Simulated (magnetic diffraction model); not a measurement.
## Cr2CdTeO3 below its ordering temperature

Space group Cm (no. 8), a = 11.2010 Å, b = 3.0130 Å, c = 5.2110 Å, β = 117.56°.

```csv
site,atom,x,y,z
2a,Te,0.6303,0,0.9683
2a,Cd,0.9911,0,0.9923
2a,Cr,0.7698,1/2,0.3334
2a,Cr,0.7463,0,0.6844
2a,O,0.6168,1/2,0.4288
2a,O,0.8902,0,0.5561
2a,O,0.8574,1/2,0.0111
```

This is a made-up structure (elements placed in a structure type, unrelaxed), so the numbers test the method and describe no known phase.

Only Cr is taken to order (form factors of Cr3+); orders and moment sizes are assumed, and not adapted to the symmetry. Radiation: neutrons of λ = 2.36 Å (absorption by Cd left out), 8° to 65°; isotropic B of 0.42 Å² (Te), 0.39 Å² (Cd), 0.49 Å² (Cr) and 0.92 Å² (O). Simulated constant-wavelength pattern: nuclear and magnetic terms add, the magnetic one as |2.695 fm × Σ f S⊥ exp(2πi Q·r) exp(−B s²)|², summed over all Q at one angle with the factor 1/(sin²θ cos θ). For collinear order S is the moment m, which repeats by lattice and centring translations R with the sign exp(−2πi k·R). Free-ion form factors, Sears's scattering lengths of 1992, no absorption; a label names one of the reflections at its angle. The strongest nuclear line in the range is 100, and lines under 0.2 are left out.

Above the ordering temperature:

| 2θ (°) | index | I |
| --- | --- | --- |
| 27.50 | (2 0 0) | 3.1 |
| 29.60 | (0 0 1) | 2.7 |
| 29.67 | (2 0 -1) | 20.0 |
| 48.32 | (1 1 0) | 10.4 |
| 49.90 | (2 0 1) | 1.4 |
| 50.03 | (4 0 -1) | 3.4 |
| 53.86 | (2 0 -2) | 0.5 |
| 56.76 | (4 0 0) | 13.9 |
| 61.42 | (1 1 1) | 100.0 |
| 61.44 | (0 0 2) | 45.2 |
| 61.50 | (3 1 -1) | 71.6 |
| 61.60 | (4 0 -2) | 49.5 |
| 63.96 | (3 1 0) | 22.6 |

Below it (cell unchanged):

```tsv
2θ (°)	I
27.50	85.1
29.60	5.8
29.67	21.5
48.32	10.6
49.90	5.7
50.03	3.8
53.79	18.6
53.86	0.5
56.76	25.1
61.42	111.3
61.44	45.9
61.50	86.0
61.60	50.9
63.96	23.4
```

**Question.** Find the propagation vector, then choose among these models:
A. collinear moments along [110], 2.69 μB on Cr; signs + at (0.7698, 1/2, 0.3334), − at (0.7463, 0, 0.6844)
B. collinear moments along [001], 2.69 μB on Cr; signs + at (0.7698, 1/2, 0.3334), + at (0.7463, 0, 0.6844)
C. collinear moments along [110], 2.69 μB on Cr; signs + at (0.7698, 1/2, 0.3334), + at (0.7463, 0, 0.6844)
D. collinear moments along [001], 2.69 μB on Cr; signs + at (0.7698, 1/2, 0.3334), − at (0.7463, 0, 0.6844)

No line moves, and magnetic intensity falls on nuclear lines such as the one at 27.50°, so the magnetic cell equals the chemical primitive cell: k = 0.

Magnetic intensity, observed (below minus above) and for each model:

| 2θ (°) | index | observed | A | B | C | D |
| --- | --- | --- | --- | --- | --- | --- |
| 27.50 | (2 0 0) | 82.0 | 0.5 | 82.0 | 21.9 | 1.8 |
| 29.60 | (0 0 1) | 3.1 | 56.1 | 3.1 | 14.3 | 12.0 |
| 29.67 | (2 0 -1) | 1.5 | 23.3 | 1.5 | 2.6 | 13.8 |
| 48.32 | (1 1 0) | 0.2 | 34.4 | 0.2 | 0.2 | 39.3 |
| 50.03 | (4 0 -1) | 0.4 | 1.3 | 0.4 | <0.2 | 12.4 |
| 53.79 | (1 1 -1) | 18.4 | 3.8 | 18.4 | 22.1 | 3.2 |
| 61.50 | (3 1 -1) | 14.4 | 0.7 | 14.4 | 10.8 | 0.9 |
| 63.96 | (3 1 0) | 0.8 | 10.1 | 0.8 | 0.5 | 16.0 |

Model B matches.

The structure used: k = (0 0 0), collinear moments along [001], 2.69 μB on Cr; signs + at (0.7698, 1/2, 0.3334), + at (0.7463, 0, 0.6844).

[Logs are printed without paths, hosts, clocks, repeated set-up lines and the standing remarks that a program may print on its own settings, such as how far it seeks lower states.]
